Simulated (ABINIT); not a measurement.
**SiSnTeSe2 (P4/mmm): zone-centre phonons**

Which modes does SiSnTeSe2 (P4/mmm) have at the zone centre?

Program: ABINIT 10.8.3. Level of theory: DFT LDA, scalar-relativistic, plane waves, HGH norm-conserving pseudopotentials. Results are calculated unless marked as measured.

The structure was built from a prototype and need not be the compound's stable phase.

## 1. Set-up

The structure is tetragonal, space group P4/mmm (No. 123). The conventional cell has a = 4.766 Å, b = 4.766 Å, c = 4.766 Å, α = 90.00°, β = 90.00°, γ = 90.00°. Sn has 4 Te at 3.37 Å and 8 Se at 3.37 Å nearest. Nearest to Si lie 2 Te at 2.38 Å and 4 Se at 2.38 Å. Se has 2 Si at 2.38 Å and 4 Sn at 3.37 Å nearest. Nearest to Te lie 2 Si at 2.38 Å and 4 Sn at 3.37 Å. Farther neighbours and most contacts between anions are not listed.

## 2. A first look

A first run with smearing and empty bands tells whether the crystal has a gap, which decides between fixed occupations and smearing later on.

Contents of probe.abi:

```
# ground state
tolvrs 1.0d-08
prtden 1
prtwf 1

# basis, mesh and filling
ecut 20.0
ixc 7
ngkpt 4 4 4
nshiftk 1
shiftk 0.0 0.0 0.0
istwfk *1
occopt 7
tsmear 0.005
nband 20
nstep 100
diemac 9.0
prtebands 0
prtgsr 0

# cell and atoms
acell 3*1.0 Angstrom
rprim 
    4.76593333 0.0 0.0
    0.0 4.76593333 0.0
    0.0 0.0 4.76593333
ntypat 4
znucl 50 14 34 52
natom 5
typat 1 2 3 3 4
xred 
    0.0 0.0 0.0
    0.5 0.5 0.5
    0.5 0.0 0.5
    0.0 0.5 0.5
    0.5 0.5 0.0
pp_dirpath "./pseudo"
pseudos "Sn.hgh, Si.hgh, Se.hgh, Te.hgh"
```

Run with:

```console
$ OMP_NUM_THREADS=1 mpirun -n 4 abinit probe.abi > probe.log
```

Numbers of over 12 decimals in the logs are rounded to 6 here.

probe.abo, the main output file:

```text
[banners, grids, parts of the stress and lines that vanish by symmetry left out]
- input  file    -> probe.abi
- output file    -> probe.abo
- root for input  files -> probei
[...]
Symmetries : space group P4/m m m (#123); Bravais tP (primitive tetrag.)
[...]
mpw =        3136          nfft =       64000          nkpt =          18
[...]
== DATASET  1 ==================================================================
[...]
cutoff_energies: {ecut:  20.0, pawecutdg:  -1.0, }
[...]
Exchange-correlation functional for the present dataset will be:
  LDA: Perdew-Wang 92 LSD fit to Ceperley-Alder data - ixc=7
[...]
ETOT  1  -34.676348842968    -3.468E+01 4.472E-02 1.791E+02
 ETOT  2  -34.724284889063    -4.794E-02 3.525E-03 1.916E+01
 ETOT  3  -34.728228044573    -3.943E-03 1.204E-03 1.460E+00
 ETOT  4  -34.728562478144    -3.344E-04 8.760E-04 1.435E-02
 ETOT  5  -34.728565949543    -3.471E-06 9.916E-04 2.738E-04
 ETOT  6  -34.728565997075    -4.753E-08 7.399E-04 4.433E-06
 ETOT  7  -34.728565997887    -8.113E-10 7.860E-04 4.553E-07
 ETOT  8  -34.728565997992    -1.053E-10 5.352E-04 7.873E-09
 At SCF step    8       vres2   =  7.87E-09 < tolvrs=  1.00E-08 =>converged.
[...]
sigma(1 1)= -7.66513522E-05  sigma(3 2)=  0.00000000E+00
  sigma(2 2)= -7.66513522E-05  sigma(3 1)=  0.00000000E+00
  sigma(3 3)= -6.02112377E-04  sigma(2 1)=  0.00000000E+00
[...]
convergence: {deltae: -1.053E-10, res2:  7.873E-09, residm:  5.352E-04, diffor: null, }
etotal    :  -3.47285660E+01
[...]
sigma(1 1)= -7.66513522E-05  sigma(3 2)=  0.00000000E+00
  sigma(2 2)= -7.66513522E-05  sigma(3 1)=  0.00000000E+00
  sigma(3 3)= -6.02112377E-04  sigma(2 1)=  0.00000000E+00
[...]
- sigma(1 1)= -2.25516064E+00  sigma(3 2)=  0.00000000E+00
- sigma(2 2)= -2.25516064E+00  sigma(3 1)=  0.00000000E+00
- sigma(3 3)= -1.77147577E+01  sigma(2 1)=  0.00000000E+00
[...]
fcart     -0.0000000000E+00 -0.0000000000E+00 -0.0000000000E+00
           strten     -7.6651352151E-05 -7.6651352151E-05 -6.0211237747E-04
================================================================================

[key lines of the parts left out:]
pressure_GPa:   7.4084E+00
```

The job ended after 8.9 s (4 MPI ranks of Arm Neoverse V2, shared host).

This step gave:

- volume per atom: 21.65 Å³
- pressure: 7.408 GPa
- gap on the k-mesh: 0 eV

No gap opens on this mesh, so smearing is kept; the printed pressure holds the stress of the finite basis too.

## 3. Rough relaxation

The typed start is rough, so a first relaxation with smearing and loose thresholds takes it towards rest cheaply.

Contents of prerelax.abi:

```
# relaxation
ionmov 2
optcell 2
dilatmx 1.15
chkdilatmx 0
ntime 40
tolmxf 3.0d-04
tolvrs 1.0d-10
prtwf 0
prtden 0
chksymtnons 0

# basis, mesh and filling
ecut 21.0
ecutsm 3.0
ixc 7
ngkpt 4 4 4
nshiftk 1
shiftk 0.0 0.0 0.0
istwfk *1
occopt 7
tsmear 0.005
nband 20
nstep 100
diemac 1000000.0
prtebands 0
prtgsr 0

# cell and atoms
acell 3*1.0 Angstrom
rprim 
    4.76593333 0.0 0.0
    0.0 4.76593333 0.0
    0.0 0.0 4.76593333
ntypat 4
znucl 50 14 34 52
natom 5
typat 1 2 3 3 4
xred 
    0.0 0.0 0.0
    0.5 0.5 0.5
    0.5 0.0 0.5
    0.0 0.5 0.5
    0.5 0.5 0.0
pp_dirpath "./pseudo"
pseudos "Sn.hgh, Si.hgh, Se.hgh, Te.hgh"
```

Run with:

```console
$ OMP_NUM_THREADS=1 mpirun -n 4 abinit prerelax.abi > prerelax.log
```

prerelax.abo, the main output file:

```text
[banners, grids, parts of the stress and lines that vanish by symmetry left out]
- input  file    -> prerelax.abi
- output file    -> prerelax.abo
- root for input  files -> prerelaxi
[...]
Symmetries : space group P4/m m m (#123); Bravais tP (primitive tetrag.)
[...]
mpw =        5137          nfft =       91125          nkpt =          18
[...]
== DATASET  1 ==================================================================
[...]
cutoff_energies: {ecut:  21.0, pawecutdg:  -1.0, }
[...]
Exchange-correlation functional for the present dataset will be:
  LDA: Perdew-Wang 92 LSD fit to Ceperley-Alder data - ixc=7
[...]
ETOT  1  -34.675996055288    -3.468E+01 4.919E-02 2.565E+02
 ETOT  2  -34.726560055934    -5.056E-02 2.388E-02 7.305E+00
 ETOT  3  -34.727699265858    -1.139E-03 7.684E-03 8.086E-01
 ETOT  4  -34.727841401909    -1.421E-04 1.277E-03 5.736E-03
[...]
ETOT  8  -34.750156980575    -6.750E-13 4.766E-05 4.048E-11
 At SCF step    8       vres2   =  4.05E-11 < tolvrs=  1.00E-10 =>converged.
[...]
sigma(1 1)=  8.12385546E-08  sigma(3 2)=  0.00000000E+00
  sigma(2 2)=  8.12385546E-08  sigma(3 1)=  0.00000000E+00
  sigma(3 3)= -8.08654527E-08  sigma(2 1)=  0.00000000E+00
[...]
convergence: {deltae: -6.750E-13, res2:  4.048E-11, residm:  4.766E-05, diffor: null, }
etotal    :  -3.47501570E+01
[...]
At Broyd/MD step   9, gradients are converged :
[...]
sigma(1 1)=  8.12385546E-08  sigma(3 2)=  0.00000000E+00
  sigma(2 2)=  8.12385546E-08  sigma(3 1)=  0.00000000E+00
  sigma(3 3)= -8.08654527E-08  sigma(2 1)=  0.00000000E+00
[...]
- sigma(1 1)=  2.39012080E-03  sigma(3 2)=  0.00000000E+00
- sigma(2 2)=  2.39012080E-03  sigma(3 1)=  0.00000000E+00
- sigma(3 3)= -2.37914376E-03  sigma(2 1)=  0.00000000E+00
[...]
fcart     -0.0000000000E+00 -0.0000000000E+00 -0.0000000000E+00
           strten      8.1238554626E-08  8.1238554624E-08 -8.0865452745E-08
================================================================================

[key lines of the parts left out:]
pressure_GPa:  -8.0037E-04
Total energy (etotal) [Ha]= -3.47501569805752E+01
```

Wall time 2.3 min (4 MPI ranks); 9.4 min of CPU time.

Step by step:

```csv
step,energy less that of the first step (eV),largest force (eV/Å),volume (Å³)
1,0.0000,0.0000,108.25
2,-0.2195,0.0000,111.02
3,-0.5538,0.0000,119.47
4,-0.5780,0.0000,121.32
5,-0.5885,0.0000,121.96
6,-0.5993,0.0000,121.92
7,-0.6060,0.0000,121.23
8,-0.6069,0.0000,120.79
9,-0.6072,0.0000,120.34
```

```csv
cell as run,before,after,change
a (Å),4.766,4.741,-0.5 %
b (Å),4.766,4.741,-0.5 %
c (Å),4.766,5.353,+12.3 %
volume (Å³/atom),21.65,24.07,+11.2 %
```

The relaxed structure:

```cif
data_structure
_symmetry_space_group_name_H-M 'P 1'
_symmetry_Int_Tables_number 1
_cell_length_a 4.7414
_cell_length_b 4.7414
_cell_length_c 5.3531
_cell_angle_alpha 90.000
_cell_angle_beta 90.000
_cell_angle_gamma 90.000
_cell_volume 120.34
loop_
_atom_site_label
_atom_site_type_symbol
_atom_site_fract_x
_atom_site_fract_y
_atom_site_fract_z
_atom_site_occupancy
Sn1 Sn 0.00000 0.00000 0.00000 1
Si2 Si 0.50000 0.50000 0.50000 1
Se3 Se 0.50000 0.00000 0.50000 1
Se4 Se 0.00000 0.50000 0.50000 1
Te5 Te 0.50000 0.50000 0.00000 1
```

Read from the output:

```yaml
volume_per_atom: 24.07 Å³
pressure: -8.00e-4 GPa
```

The volume changes by +11.2 % in this run and stands +11.2 % from the first cell.

## 4. Relaxation

The harmonic expansion needs vanishing forces, and a free crystal bears no stress, so cell and atoms are brought to rest. Stress is more sensitive to the basis than forces are: the last 3 Ha under the cutoff are smoothed with ecutsm, and the cutoff is raised above that of the later runs.

Contents of relax.abi:

```
# relaxation
ionmov 2
optcell 2
dilatmx 1.08
ntime 40
tolmxf 1.0d-05
tolvrs 1.0d-14
prtwf 0
prtden 0
chksymtnons 0

# basis, mesh and filling
ecut 26.0
ecutsm 3.0
ixc 7
ngkpt 6 6 4
nshiftk 1
shiftk 0.0 0.0 0.0
istwfk *1
occopt 3
tsmear 0.01
nband 20
nstep 100
diemac 1000000.0
prtebands 0
prtgsr 0

# cell and atoms
acell 3*1.0 Angstrom
rprim 
    4.741420979 0.0 0.0
    0.0 4.741420979 0.0
    0.0 0.0 5.353143857
ntypat 4
znucl 50 14 34 52
natom 5
typat 1 2 3 3 4
xred 
    0.0 0.0 0.0
    0.5 0.5 0.5
    0.5 0.0 0.5
    0.0 0.5 0.5
    0.5 0.5 0.0
pp_dirpath "./pseudo"
pseudos "Sn.hgh, Si.hgh, Se.hgh, Te.hgh"
```

Run with:

```console
$ OMP_NUM_THREADS=1 mpirun -n 4 abinit relax.abi > relax.log
```

relax.abo, the main output file:

```text
[banners, grids, parts of the stress and lines that vanish by symmetry left out]
- input  file    -> relax.abi
- output file    -> relax.abo
- root for input  files -> relaxi
[...]
Symmetries : space group P4/m m m (#123); Bravais tP (primitive tetrag.)
[...]
mpw =        6536          nfft =      124416          nkpt =          30
[...]
== DATASET  1 ==================================================================
[...]
cutoff_energies: {ecut:  26.0, pawecutdg:  -1.0, }
[...]
Exchange-correlation functional for the present dataset will be:
  LDA: Perdew-Wang 92 LSD fit to Ceperley-Alder data - ixc=7
[...]
ETOT  1  -34.702419831570    -3.470E+01 6.405E-02 4.856E+02
 ETOT  2  -34.762259339922    -5.984E-02 9.479E-03 5.519E+01
 ETOT  3  -34.768127449675    -5.868E-03 2.811E-03 4.425E+00
 ETOT  4  -34.768706178958    -5.787E-04 1.476E-03 4.708E-02
 ETOT  5  -34.768712395557    -6.217E-06 1.085E-03 3.890E-03
[...]
At SCF step   13       vres2   =  1.33E-15 < tolvrs=  1.00E-14 =>converged.
[...]
sigma(1 1)= -1.09666846E-05  sigma(3 2)=  0.00000000E+00
  sigma(2 2)= -1.09666846E-05  sigma(3 1)=  0.00000000E+00
  sigma(3 3)=  1.93075853E-06  sigma(2 1)=  0.00000000E+00
[...]
convergence: {deltae: -6.310E-12, res2:  1.328E-15, residm:  2.097E-04, diffor: null, }
etotal    :  -3.47687127E+01
[...]
ETOT  1  -34.768712294483    -3.477E+01 2.102E-04 6.585E-02
[...]
At SCF step   10       vres2   =  2.39E-15 < tolvrs=  1.00E-14 =>converged.
[...]
sigma(1 1)= -9.30249462E-06  sigma(3 2)=  0.00000000E+00
  sigma(2 2)= -9.30249462E-06  sigma(3 1)=  0.00000000E+00
  sigma(3 3)=  2.45718073E-06  sigma(2 1)=  0.00000000E+00
[...]
convergence: {deltae: -1.705E-12, res2:  2.394E-15, residm:  2.195E-05, diffor: null, }
etotal    :  -3.47687183E+01
[...]
ETOT  1  -34.768532845898    -3.477E+01 1.751E-05 2.199E+00
[...]
At SCF step   11       vres2   =  7.55E-16 < tolvrs=  1.00E-14 =>converged.
[...]
sigma(1 1)=  3.36563624E-07  sigma(3 2)=  0.00000000E+00
  sigma(2 2)=  3.36563624E-07  sigma(3 1)=  0.00000000E+00
  sigma(3 3)=  5.06456437E-06  sigma(2 1)=  0.00000000E+00
[...]
convergence: {deltae: -4.050E-13, res2:  7.555E-16, residm:  2.698E-06, diffor: null, }
etotal    :  -3.47687342E+01
[...]
ETOT  1  -34.768734645143    -3.477E+01 4.460E-04 1.291E-03
[...]
At SCF step    9       vres2   =  1.88E-15 < tolvrs=  1.00E-14 =>converged.
[...]
sigma(1 1)=  6.08239585E-07  sigma(3 2)=  0.00000000E+00
  sigma(2 2)=  6.08239585E-07  sigma(3 1)=  0.00000000E+00
  sigma(3 3)=  4.68132169E-06  sigma(2 1)=  0.00000000E+00
[...]
convergence: {deltae:  1.421E-14, res2:  1.882E-15, residm:  2.426E-06, diffor: null, }
etotal    :  -3.47687348E+01
[...]
ETOT  1  -34.768728784692    -3.477E+01 6.278E-04 7.949E-02
[...]
At SCF step   11       vres2   =  1.92E-16 < tolvrs=  1.00E-14 =>converged.
[...]
sigma(1 1)=  7.75815973E-07  sigma(3 2)=  0.00000000E+00
  sigma(2 2)=  7.75815973E-07  sigma(3 1)=  0.00000000E+00
  sigma(3 3)=  7.84293614E-07  sigma(2 1)=  0.00000000E+00
[...]
convergence: {deltae:  2.842E-14, res2:  1.923E-16, residm:  1.741E-06, diffor: null, }
etotal    :  -3.47687376E+01
[...]
ETOT  1  -34.768736587131    -3.477E+01 6.835E-06 1.281E-02
[...]
At SCF step    9       vres2   =  3.94E-15 < tolvrs=  1.00E-14 =>converged.
[...]
sigma(1 1)=  2.18876741E-07  sigma(3 2)=  0.00000000E+00
  sigma(2 2)=  2.18876741E-07  sigma(3 1)=  0.00000000E+00
  sigma(3 3)=  1.02138689E-07  sigma(2 1)=  0.00000000E+00
[...]
convergence: {deltae:  1.272E-12, res2:  3.935E-15, residm:  6.628E-07, diffor: null, }
etotal    :  -3.47687377E+01
[...]
ETOT  1  -34.768737641063    -3.477E+01 6.369E-07 1.224E-03
[...]
ETOT  8  -34.768737751907    -3.624E-13 3.209E-07 5.476E-14
 ETOT  9  -34.768737751906     7.674E-13 3.298E-07 1.176E-15
 At SCF step    9       vres2   =  1.18E-15 < tolvrs=  1.00E-14 =>converged.
[...]
sigma(1 1)=  6.98115735E-09  sigma(3 2)=  0.00000000E+00
  sigma(2 2)=  6.98115735E-09  sigma(3 1)=  0.00000000E+00
  sigma(3 3)= -6.27627094E-09  sigma(2 1)=  0.00000000E+00
[...]
convergence: {deltae:  7.674E-13, res2:  1.176E-15, residm:  3.298E-07, diffor: null, }
etotal    :  -3.47687378E+01
[...]
At Broyd/MD step   7, gradients are converged :
[...]
sigma(1 1)=  6.98115735E-09  sigma(3 2)=  0.00000000E+00
  sigma(2 2)=  6.98115735E-09  sigma(3 1)=  0.00000000E+00
  sigma(3 3)= -6.27627094E-09  sigma(2 1)=  0.00000000E+00
[...]
- sigma(1 1)=  2.05392740E-04  sigma(3 2)=  0.00000000E+00
- sigma(2 2)=  2.05392740E-04  sigma(3 1)=  0.00000000E+00
- sigma(3 3)= -1.84654266E-04  sigma(2 1)=  0.00000000E+00
[...]
fcart     -0.0000000000E+00 -0.0000000000E+00 -0.0000000000E+00
           strten      6.9811573458E-09  6.9811573458E-09 -6.2762709383E-09
================================================================================

[key lines of the parts left out:]
pressure_GPa:  -7.5377E-05
Total energy (etotal) [Ha]= -3.47687377519058E+01
```

The job ended after 3.8 min (4 MPI ranks; 15 min of CPU time).

The steps of the relaxation:

```csv
step,energy less that of the first step (eV),largest force (eV/Å),volume (Å³)
1,0.0000,0.0000,120.34
2,-0.0001,0.0000,120.42
3,-0.0006,0.0000,120.83
4,-0.0006,0.0000,120.83
5,-0.0007,0.0000,120.74
6,-0.0007,0.0000,120.70
7,-0.0007,0.0000,120.69
```

```csv
"conventional cell, symmetrised",before,after,change
a (Å),4.741,4.754,+0.3 %
b (Å),4.741,4.754,+0.3 %
c (Å),5.353,5.341,-0.2 %
volume (Å³/atom),24.07,24.14,+0.3 %
```

This step gave:

* volume per atom: 24.14 Å³
* pressure: -7.54e-5 GPa

The volume changes by +0.3 % in this run and stands +11.5 % from the first cell.

## 5. Ground state

The response is built on these wavefunctions, so the potential is converged far more tightly than an energy would need. Smearing stays on, as the first look found no gap above 0.3 eV.

Contents of gs.abi:

```
# ground state
tolvrs 1.0d-16
prtden 1
prtwf 1

# basis, mesh and filling
ecut 20.0
ixc 7
ngkpt 6 6 4
nshiftk 1
shiftk 0.0 0.0 0.0
istwfk *1
occopt 3
tsmear 0.01
nband 20
nstep 100
diemac 1000000.0
prtebands 0
prtgsr 0

# cell and atoms
acell 3*1.0 Angstrom
rprim 
    4.753843357 0.0 0.0
    0.0 4.753843357 0.0
    0.0 0.0 5.340512343
ntypat 4
znucl 50 14 34 52
natom 5
typat 1 2 3 3 4
xred 
    0.0 0.0 0.0
    0.5 0.5 0.5
    0.5 0.0 0.5
    0.0 0.5 0.5
    0.5 0.5 0.0
pp_dirpath "./pseudo"
pseudos "Sn.hgh, Si.hgh, Se.hgh, Te.hgh"
```

Run with:

```console
$ OMP_NUM_THREADS=1 mpirun -n 4 abinit gs.abi > gs.log
```

gs.abo, the main output file:

```text
[banners, grids, parts of the stress and lines that vanish by symmetry left out]
- input  file    -> gs.abi
- output file    -> gs.abo
- root for input  files -> gsi
[...]
Symmetries : space group P4/m m m (#123); Bravais tP (primitive tetrag.)
[...]
mpw =        3504          nfft =       72000          nkpt =          30
[...]
== DATASET  1 ==================================================================
[...]
cutoff_energies: {ecut:  20.0, pawecutdg:  -1.0, }
[...]
Exchange-correlation functional for the present dataset will be:
  LDA: Perdew-Wang 92 LSD fit to Ceperley-Alder data - ixc=7
[...]
ETOT  1  -34.699167183808    -3.470E+01 3.394E-02 2.775E+02
 ETOT  2  -34.757626695087    -5.846E-02 5.338E-03 3.224E+01
 ETOT  3  -34.763613078533    -5.986E-03 1.617E-03 2.583E+00
 ETOT  4  -34.764206535284    -5.935E-04 2.061E-03 2.599E-02
 ETOT  5  -34.764212097315    -5.562E-06 5.300E-04 2.250E-03
[...]
ETOT 13  -34.764212452043    -1.691E-12 9.473E-05 1.570E-15
 ETOT 14  -34.764212452044    -9.877E-13 2.977E-05 7.908E-17
 At SCF step   14       vres2   =  7.91E-17 < tolvrs=  1.00E-16 =>converged.
[...]
sigma(1 1)=  2.46991562E-05  sigma(3 2)=  0.00000000E+00
  sigma(2 2)=  2.46991562E-05  sigma(3 1)=  0.00000000E+00
  sigma(3 3)=  2.60657575E-05  sigma(2 1)=  0.00000000E+00
[...]
convergence: {deltae: -9.877E-13, res2:  7.908E-17, residm:  2.977E-05, diffor: null, }
etotal    :  -3.47642125E+01
[...]
sigma(1 1)=  2.46991562E-05  sigma(3 2)=  0.00000000E+00
  sigma(2 2)=  2.46991562E-05  sigma(3 1)=  0.00000000E+00
  sigma(3 3)=  2.60657575E-05  sigma(2 1)=  0.00000000E+00
[...]
- sigma(1 1)=  7.26674265E-01  sigma(3 2)=  0.00000000E+00
- sigma(2 2)=  7.26674265E-01  sigma(3 1)=  0.00000000E+00
- sigma(3 3)=  7.66881062E-01  sigma(2 1)=  0.00000000E+00
[...]
fcart     -0.0000000000E+00 -0.0000000000E+00 -0.0000000000E+00
           strten      2.4699156239E-05  2.4699156239E-05  2.6065757505E-05
================================================================================

[key lines of the parts left out:]
pressure_GPa:  -7.4008E-01
```

It took 26 s on 4 MPI ranks; 1.7 min of CPU time.

Numbers from this step:

| Property | Result |
| --- | --- |
| pressure | -0.7401 GPa |

The cell stands at -0.74 GPa: the relaxation ran with a smoothed and higher cutoff, and the difference is a stress of the finite basis.

(Part 1 of 2 ends here.)

[Host names and launcher messages were left out of these logs when they were recorded.]

[Logs are printed without paths, hosts, clocks, repeated set-up lines and the standing remarks that a program may print on its own settings, such as how far it seeks lower states.]

[Hosts, paths, dates, database ids (printed as entryN), source tags and the programs' standing remarks are cut or masked in the printed files.]
